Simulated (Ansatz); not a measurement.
# MgAu (Pm-3m): phonons and vibrational spectra, part 2 of 2

Task: relax MgAu (Pm-3m), then find its harmonic phonons.

Ansatz 0.2.0; DFT PBEsol, scalar-relativistic, plane waves, PAW.

So far. Step 3 (Relaxing to small forces for the phonons): The forces vanish by symmetry and the pressure is 0.000 GPa, within the tolerances set. The cell now holds 17.30 Å³/atom. Step 4 (Linear response at the zone centre): Before it was imposed, the acoustic sum rule was missed by 9.8e-6 eV/Å². Small misses are needed for a sound result but don't prove that mesh and cutoff are converged. The lowest optical mode is real, 205 cm⁻¹. The relaxed cell has a = 3.259 Å (conventional setting).

The database entry behind the starting cell differs from later determinations by our own check (0.1 to 0.3 % short, probably kX units), so it need not match the best structure at ambient conditions.

## (5) The dispersion

Stability and thermal properties need the whole zone. Linear response on a 4×4×4 q mesh gives force constants as far as a supercell of that size would.

Contents of input.yaml:

```yaml
crystal:
  lattice:
    - [3.2586978405, 0.0, 0.0]
    - [0.0, 3.2586978405, 0.0]
    - [0.0, 0.0, 3.2586978405]
  atoms:
    - { symbol: Mg, position: [0.5, 0.5, 0.5] }
    - { symbol: Au, position: [0.0, 0.0, 0.0] }
kpoints:
  mp_grid: { grid: [12, 12, 12] }
hamiltonian:
  xc: pbesol
scf:
  occupations: { method: methfessel_paxton, width: 0.15 }
output:
  eigenvalues: true
phonons:
  method: dfpt
  qmesh: [4, 4, 4]
  temperatures: { t_max: 1000, t_step: 50 }
  qpath:
    path:
      - [[0.0, 0.0, 0.0], [0.0, 0.5, 0.0], [0.5, 0.5, 0.0], [0.0, 0.0, 0.0], [0.5, 0.5, 0.5], [0.0, 0.5, 0.0]]
      - [[0.5, 0.5, 0.5], [0.5, 0.5, 0.0]]
    npoints: 10
```

Launch:

```
ansatz run input.yaml --threads 4 --pin off --max-ram 7168MiB --backend cpu --events-out ev --progress --plain --runs-dir out
```

Numbers of over 12 decimals in the logs are rounded to 6 here.

The log of the run:

```text
[...]
Crystal: 2 atoms, lattice volume = 34.604 Å³
Basis set: ecut = 420 eV, 691 PW (Γ), exchange–correlation on 48×48×48 points (8 copies of the dense FFT grid, shifted against one another)
Bands: 19, of which v1, the nominal top of the filled ones, is band 15 counted from 1 (14 counted from 0)
Symmetry: 48 space group operations
k-points: 84 of 1728
[...]
SCF iter   1: F=—  HF=-14920.345547 eV  |F-HF|=—  |Δ(HF+E_count)|=         —  Δρ=3.58e-3  dr2=3.11e-3  ethr=1.77e-3  ⟨swp⟩=4.9  Hψ=6547  notcnv=0
[...]
SCF iter   9: F=-14920.345029 eV  HF=-14920.345029 eV  |F-HF|=3.64e-12  |Δ(HF+E_count)|=  3.64e-12  S|Δr|=    0.00e0  Δρ=1.74e-8  dr2=4.17e-14  ethr=1.00e-12  ⟨swp⟩=6.2  Hψ=6539  notcnv=0
SCF 1 converged in 9 iterations: F = -14920.345029 eV  dr2 = 4.17e-14
[...]
phonons: the bands overlap, so this run is a metal and interpolates without the dipole-dipole term. If the crystal is really an insulator or semiconductor, its LO-TO splitting is missing
NSCF: frozen V_eff on 84 k-points
[...]
DFPT response loops at q = (0, 0, 0) (fractional): preconditioner auto → Kerker (q_TF=auto, 2.649 Å⁻¹) (partly filled bands, converged f_vac=0.000); β = 1.00, the filter's whole step (`scf.mixing.beta` (0.50) is not read by the response loops under this deck's `scf.mixing.preconditioner`; to damp them name `kerker` or `kerker_dos`, under which they read `scf.mixing.beta`, and type it under 1.00, their step now; both keys bind the ground state too); Broyden in place of MSR1
[...]
SCF converged after 9 iterations
[...]
Free energy (F): -14920.345029 eV
[...]
Internal energy: -14920.344146 eV  (E = F + TS)
E sigma→0 (E₀):  -14920.344809 eV
Entropy (-TS):   -0.000883 eV (-0.441 meV/atom)
Fermi energy:    14.173003 eV
[...]
--- Band table (eV; the first three rows and the last of 84) ---
  k-point 0: bands = [... 11 lower, 10.2097, 10.2097, 10.2097, 19.6387, 19.6387, 19.6387, 23.1599, 23.1599]
  k-point 1: bands = [... 11 lower, 10.1565, 10.1565, 10.2156, 18.6931, 19.7919, 19.7919, 23.0585, 23.6247]
  k-point 2: bands = [... 11 lower, 10.0165, 10.0165, 10.2318, 16.9938, 20.2272, 20.2272, 22.7845, 23.9846]
  k-point 83: bands = [... 11 lower, 10.9844, 10.9844, 16.1927, 16.1927, 16.1927, 16.7884, 19.0734, 20.3145]
--- Phonons (Γ-DFPT): 2 representative perturbations + reference (Σ response iterations 7) ---
  ASR residual: 9.034e-6 → 0.000e0 eV/Å²; symmetrization residual: 4.101e-6 eV/Å²
  ASR residual per site (eV/Å²): 9.03e-6 6.94e-6
  Γ frequencies (cm⁻¹): 0.00 0.00 0.00 204.86 204.86 204.86
--- Phonons (arbitrary-q DFPT): 10 irreducible q on the 4×4×4 mesh ---
  q = [0.0000, 0.0000, 0.0000] (star 1, of the zone-centre solve; hermiticity 2.46e-6, symmetrization 1.55e-12): -0.00 0.00 0.00 204.86 204.86 204.86
  q = [0.0000, 0.0000, 0.2500] (star 6, 4 solved perturbations in 1848 linear systems a pass and spin channel, the states on 588 of 1728 k-point pairs; hermiticity 3.58e-6, symmetrization 2.18e-12): 50.71 50.71 62.06 206.41 206.41 245.86
[...]
q = [0.0000, 0.2500, -0.5000] (star 12, 6 solved perturbations on 588 of 1728 k-point pairs; hermiticity 1.13e-6, symmetrization 2.59e-14): 51.31 56.03 68.41 201.95 234.94 271.94
[...]
sum rule: each row above includes the acoustic sum rule's correction from the zone centre's row sums; it moved no ω² by more than (0.32 cm⁻¹)²
  mesh force constants: q→R imaginary residual 3.09e-18; ASR residual 9.034e-6 → 0.000e0 eV/Å²; symmetrization residual 2.665e-15 eV/Å²
  interpolated dispersion: 62 rows × 6 modes
  density of states and harmonic sums: on the 20×20×20 q-mesh, interpolated from the force constants of a 4×4×4 supercell (no non-analytic term)
  largest difference from the sums on the solved wave vectors: F 1.29e-2 eV, S 1.69e-5 and C_V 4.01e-6 eV/K
  zero-point energy: 0.054037 eV/cell   skipped modes (ω ≤ 0): 3   left out of the sums: 6.25e-5 of the cell's modes: C_V's classical limit lies that fraction below 3 k_B per atom; for a crystal, a wire or a layer, F and S can be off by more, and a phonons.interpolated_qmesh denser along its periods is the remedy for the sampling
```

Run time: 4.7 min. Hardware: 4 threads of Arm Neoverse V1, shared host; peak memory 1.6 GiB.

This step gave:

```
sum-rule residual before enforcement                       : 9.03e-6 eV/Å²
lowest frequency on the path                               : 0 cm⁻¹
highest frequency on the path or at a solved wavevector    : 279 cm⁻¹
mean frequency                                             : 145.3 cm⁻¹
Debye temperature (second moment)                          : 320 K
logarithmic mean frequency                                 : 111.8 cm⁻¹
lowest mode on the q mesh (acoustic modes at Γ apart)      : 25.6 cm⁻¹
zero-point energy per atom                                 : 27.02 meV
heat capacity at 300 K                                     : 23.61 J/(mol atoms K)
vibrational entropy at 300 K                               : 41.17 J/(mol atoms K)
edges of the widest gap between branches, on path and mesh : 77.9, 194.8 cm⁻¹
```

Frequencies (cm⁻¹) solved at each irreducible wavevector; negative means imaginary. Frequencies by wavevector, by row:

| q in reciprocal lattice units | star | mode 1 | mode 2 | mode 3 | mode 4 | mode 5 | mode 6 |
| --- | --- | --- | --- | --- | --- | --- | --- |
| 0 0 0 | 1 | 0 | 0 | 0 | 204.9 | 204.9 | 204.9 |
| 0 0 0.25 | 6 | 50.7 | 50.7 | 62.1 | 206.4 | 206.4 | 245.9 |
| 0 0 -0.5 | 3 | 66.7 | 66.7 | 77.9 | 208.6 | 208.6 | 279 |
| 0 0.25 0.25 | 12 | 25.6 | 61.7 | 71.7 | 203.9 | 233.2 | 247.7 |
| 0 0.25 -0.5 | 12 | 51.3 | 56 | 68.4 | 201.9 | 234.9 | 271.9 |
| 0 -0.5 -0.5 | 3 | 33.4 | 33.4 | 67.9 | 194.8 | 257.6 | 257.6 |
| 0.25 0.25 0.25 | 8 | 48.4 | 48.4 | 67.7 | 234.8 | 234.8 | 241.7 |
| 0.25 0.25 -0.5 | 12 | 48.6 | 50.8 | 60.8 | 230.4 | 235.3 | 265.5 |
| 0.25 -0.5 -0.5 | 6 | 53.4 | 53.4 | 61.4 | 230.4 | 260.1 | 260.1 |
| -0.5 -0.5 -0.5 | 1 | 62.2 | 62.2 | 62.2 | 258.5 | 258.5 | 258.5 |

Interpolated from a 4×4×4 q mesh. Phonon branches along the path, in cm⁻¹:

| point | branch 1 | branch 2 | branch 3 | branch 4 | branch 5 | branch 6 |
| --- | --- | --- | --- | --- | --- | --- |
| Γ | 0 | 0 | 0 | 205 | 205 | 205 |
| halfway | 51 | 51 | 62 | 206 | 206 | 246 |
| X | 67 | 67 | 78 | 209 | 209 | 279 |
| halfway | 51 | 56 | 68 | 202 | 235 | 272 |
| M | 33 | 33 | 68 | 195 | 258 | 258 |
| halfway | 26 | 62 | 72 | 204 | 233 | 248 |
| Γ | 0 | 0 | 0 | 205 | 205 | 205 |
| halfway | 48 | 48 | 68 | 235 | 235 | 242 |
| R | 62 | 62 | 62 | 258 | 258 | 258 |
| halfway | 49 | 51 | 61 | 230 | 235 | 266 |
| X | 67 | 67 | 78 | 209 | 209 | 279 |
| jump to R | 62 | 62 | 62 | 258 | 258 | 258 |
| halfway | 53 | 53 | 61 | 230 | 260 | 260 |
| M | 33 | 33 | 68 | 195 | 258 | 258 |

The phonon branches as a text plot (rows in cm⁻¹):

```
    273 |      ******                                *****
    262 |    **      ******                  ********     *******
    250 |   *        **  *****           ****    **        *
    238 |           *      ****        ****        **       *
    227 |  *       *          **     ***            **       *
    215 | *      **            **   ***               ***     *
    203 |*************    **********                     *     *
    192 |             ****                                      *
    180 |
    169 |
    157 |
    145 |
    134 |
    122 |
    110 |
     99 |
     87 |
     76 |     ****           **      ***                **
     64 |   ****************** *        *** *********************
     52 |   **     **    *    * *   *   *****    ******     **
     41 |  *        *** *      *     ***                      ***
     29 | **           ******** ** **
     17 |*                     *** *
      6 |                        **
         Γ      X      M          Γ            R        X|R     M
```

Tetrahedra on a 20×20×20 mesh, mean over bins of 5 cm-1. Interpolated from a 4×4×4 q mesh. The phonon density of states by wavenumber; read off at these points:

| wavenumber (cm⁻¹) | phonon density of states (1/cm⁻¹/cell) |
| --- | --- |
| 2 | 1.0e-5 |
| 12 | 6.2e-4 |
| 22 | 0.00341 |
| 32 | 0.0253 |
| 42 | 0.0497 |
| 48 | 0.0594 |
| 58 | 0.0825 |
| 62 | 0.117 |
| 68 | 0.0843 |
| 78 | 0.0019 |
| 88 | 0 |
| 98 | 0 |
| 108 | 0 |
| 118 | 0 |
| 128 | 0 |
| 138 | 0 |
| 142 | 0 |
| 152 | 0 |
| 162 | 0 |
| 172 | 0 |
| 182 | 0 |
| 192 | 0 |
| 202 | 0.0242 |
| 208 | 0.0762 |
| 212 | 0.0483 |
| 222 | 0.0333 |
| 232 | 0.0313 |
| 238 | 0.0312 |
| 248 | 0.0355 |
| 258 | 0.0702 |
| 268 | 0.0245 |
| 278 | 0.00735 |

The partial phonon density of states has structure finer than the step of the table below, so its rows give means over 10 cm⁻¹, whole bins alone (the curve runs from -10 to 297 cm⁻¹). Peaks (cm⁻¹: height): Au 61.4: 0.109; Mg 208.1: 0.068, 231.2: 0.0406, 240.9: 0.0459, 258.2: 0.0643.

Phonopy on the run's constants, 17x17x17 mesh, Gaussian sigma 2.2 cm-1. Interpolated from a 4×4×4 q mesh. Table of partial phonon density of states by wavenumber; means over each step; values in 1/cm⁻¹/cell:

| wavenumber (cm⁻¹) | Au | Mg |
| --- | --- | --- |
| 0 | 5.6e-5 | 5.8e-6 |
| 10 | 4.2e-4 | 4.9e-5 |
| 20 | 0.00300 | 3.0e-4 |
| 30 | 0.0179 | 0.00138 |
| 40 | 0.0410 | 0.00243 |
| 50 | 0.0644 | 0.00262 |
| 60 | 0.0969 | 0.00159 |
| 70 | 0.0635 | 4.3e-4 |
| 80 | 0.00388 | 1.6e-5 |
| 90 | 0 | 0 |
| 100 | 0 | 0 |
| 110 | 0 | 0 |
| 120 | 0 | 0 |
| 130 | 0 | 0 |
| 140 | 0 | 0 |
| 150 | 0 | 0 |
| 160 | 0 | 0 |
| 170 | 0 | 0 |
| 180 | 0 | 0 |
| 190 | 2.5e-7 | 6.6e-4 |
| 200 | 3.6e-4 | 0.0208 |
| 210 | 0.00179 | 0.0546 |
| 220 | 0.00133 | 0.0356 |
| 230 | 0.00116 | 0.0314 |
| 240 | 0.00103 | 0.0312 |
| 250 | 0.00111 | 0.0376 |
| 260 | 0.00156 | 0.0536 |
| 270 | 4.5e-4 | 0.0211 |
| 280 | 4.2e-5 | 0.00458 |
| 290 | 0 | 2.8e-6 |

Second derivatives of the energy by pair, one row for each kind of neighbour of each atom listed. Each entry sums the pair over the periodic images of the supercell that the q mesh stands for, and in a polar crystal it holds the long-range dipole part too. Force constants by pair, by row:

| atom | neighbour | distance (Å) | third of the trace (eV/Å²) | along the pair's line (eV/Å²) |
| --- | --- | --- | --- | --- |
| Mg1 | itself | 0 | 4.869 | – |
| Mg1 | Au | 2.822 | -0.3996 | -1.402 |
| Mg1 | Mg | 3.259 | -0.1641 | -0.6219 |
| Mg1 | Mg | 4.608 | -0.0133 | -0.0682 |
| Mg1 | Au | 5.404 | -0.0033 | 9.00e-4 |
| Mg1 | Mg | 5.644 | -0.0438 | -0.1336 |
| Mg1 | Mg | 6.517 | -0.0055 | 0.0066 |
| Mg1 | Au | 7.102 | -0.0029 | -0.0049 |
| Mg1 | Mg | 7.287 | 0.0011 | 7.00e-4 |
| Au2 | itself | 0 | 3.42 | – |
| Au2 | Mg | 2.822 | -0.3996 | -1.402 |
| Au2 | Au | 3.259 | 0.0493 | -0.0952 |
| Au2 | Au | 4.608 | -0.0275 | -0.102 |
| Au2 | Mg | 5.404 | -0.0033 | 9.00e-4 |
| Au2 | Au | 5.644 | 0.0046 | 0.0119 |
| Au2 | Au | 6.517 | 0.0273 | 0.1376 |
| Au2 | Mg | 7.102 | -0.0029 | -0.0049 |
| Au2 | Au | 7.287 | -0.0141 | -0.0305 |

Harmonic thermodynamic functions per atom, from the density of states. Interpolated from a 4×4×4 q mesh. Thermodynamic functions, by row:

| T (K) | F_vib (meV/atom) | S (J/mol-atom/K) | C_V (J/mol-atom/K) |
| --- | --- | --- | --- |
| 0 | 27.02 | 0 | 0 |
| 50 | 25.36 | 8.53 | 10.83 |
| 100 | 18.37 | 18.08 | 17.02 |
| 200 | -8.02 | 31.86 | 22.16 |
| 300 | -46.14 | 41.17 | 23.61 |
| 400 | -92.53 | 48.05 | 24.17 |
| 500 | -145.2 | 53.47 | 24.44 |
| 600 | -203 | 57.94 | 24.59 |
| 700 | -265.1 | 61.74 | 24.68 |
| 800 | -330.9 | 65.04 | 24.75 |
| 900 | -399.8 | 67.96 | 24.79 |
| 1000 | -471.6 | 70.57 | 24.82 |

Harmonic mean-square displacement, third of the trace. Interpolated from a 4×4×4 q mesh. Mean square displacements, by row:

| T (K) | Mg1 U_eq (Å²) | Au2 U_eq (Å²) |
| --- | --- | --- |
| 0 | 0.00337 | 0.00162 |
| 100 | 0.00494 | 0.00494 |
| 300 | 0.01111 | 0.0143 |
| 600 | 0.02141 | 0.02849 |

Symmetry leaves 10 wavevectors to solve. The lowest mode among them, the acoustic zeros apart, lies at q = (0, 0.25, 0.25) and is real, 25.6 cm⁻¹.

## (6) Another isotope

An isotope changes the mass and not the force constants, so no new electronic calculation is needed; the shifts show which modes move this element.

The same force constants with the mass of Mg changed from 24.305 to 25.983 u (phonopy, no LO-TO term). Both lists are sorted by frequency; levels can cross, so a row need not hold one and the same mode. Modes under 3 cm⁻¹ are left out. Isotope shifts, by row:

| q | rank | natural mass (cm⁻¹) | changed mass (cm⁻¹) |
| --- | --- | --- | --- |
| 0 0 0 | 4 | 204.9 | 198.9 |
| 0 0 0 | 5 | 204.9 | 198.9 |
| 0 0 0 | 6 | 204.9 | 198.9 |
| 0 0 0.25 | 1 | 50.71 | 50.62 |
| 0 0 0.25 | 2 | 50.71 | 50.62 |
| 0 0 0.25 | 3 | 62.06 | 62.01 |
| 0 0 0.25 | 4 | 206.4 | 200 |
| 0 0 0.25 | 5 | 206.4 | 200 |
| 0 0 0.25 | 6 | 245.9 | 238 |
| 0 0 -0.5 | 1 | 66.71 | 66.71 |
| 0 0 -0.5 | 2 | 66.71 | 66.71 |
| 0 0 -0.5 | 3 | 77.91 | 77.91 |
| 0 0 -0.5 | 4 | 208.6 | 201.7 |
| 0 0 -0.5 | 5 | 208.6 | 201.7 |
| 0 0 -0.5 | 6 | 279 | 269.8 |
| 0 0.25 0.25 | 1 | 25.6 | 25.53 |
| 0 0.25 0.25 | 2 | 61.71 | 61.66 |
| 0 0.25 0.25 | 3 | 71.73 | 71.72 |
| 0 0.25 0.25 | 4 | 203.9 | 197.4 |
| 0 0.25 0.25 | 5 | 233.2 | 226.1 |
| 0 0.25 0.25 | 6 | 247.7 | 239.6 |

A mode of this element alone would shift by -3.28 %. The highest zone-centre frequency without the field goes from 204.9 to 198.9 cm⁻¹ (-2.9 %). The product of the frequency ratios over all optical modes at Γ is 0.915; the product rule, (m/m′)^(3k/2) (M′/M)^(3/2) with k = 1 such atoms and M the mass of the cell, gives 0.915.

## (7) Summary of results

```yaml
space_group_after_relaxation_within_0p01_a: Pm-3m
volume_per_atom: 17.3 Å³
electronic_character: no gap on this mesh
highest_optical_mode_at_the_zone_centre_no_lo_to_term: 205 cm⁻¹
lowest_optical_zone_centre_mode: 205 cm⁻¹
lowest_mode_on_the_q_mesh_acoustic_modes_at_gamma_apart: 25.6 cm⁻¹
highest_frequency_on_the_path_or_at_a_solved_wavevector: 279 cm⁻¹
zero_point_energy_per_atom: 27.0 meV
heat_capacity_at_300_k: 23.6 J/(mol atoms K)
vibrational_entropy_at_300_k: 41.2 J/(mol atoms K)
debye_temperature_second_moment: 320 K
imaginary_modes_on_the_4x4x4_q_mesh: none
```

In words: The structure is a minimum as far as tested: no mode is imaginary at the 10 irreducible wavevectors of the 4×4×4 mesh, and the softest away from the acoustic zeros lies at 26 cm⁻¹. The optical modes at Γ form one degenerate level at 205 cm⁻¹. The highest mode in this list at Γ, 204.9 cm⁻¹, is mostly motion of Mg (89 % of the kinetic energy). On the path and the mesh, the widest gap between branches runs from 78 to 195 cm⁻¹. With no gap, or one that is small against the smearing, the frequencies hang on the k mesh and the smearing, most of all near Kohn anomalies. The phonon runs are without spin polarisation, although the cell has an odd electron count. Spin-orbit coupling is left out, which can matter for the heavy elements here. These are harmonic frequencies at zero temperature: anharmonic shifts, linewidths and thermal expansion are left out.

[Logs are printed without paths, hosts, clocks, repeated set-up lines and the standing remarks that a program may print on its own settings, such as how far it seeks lower states.]

[Hosts, paths, dates, database ids (printed as entryN), source tags and the programs' standing remarks are cut or masked in the printed files.]
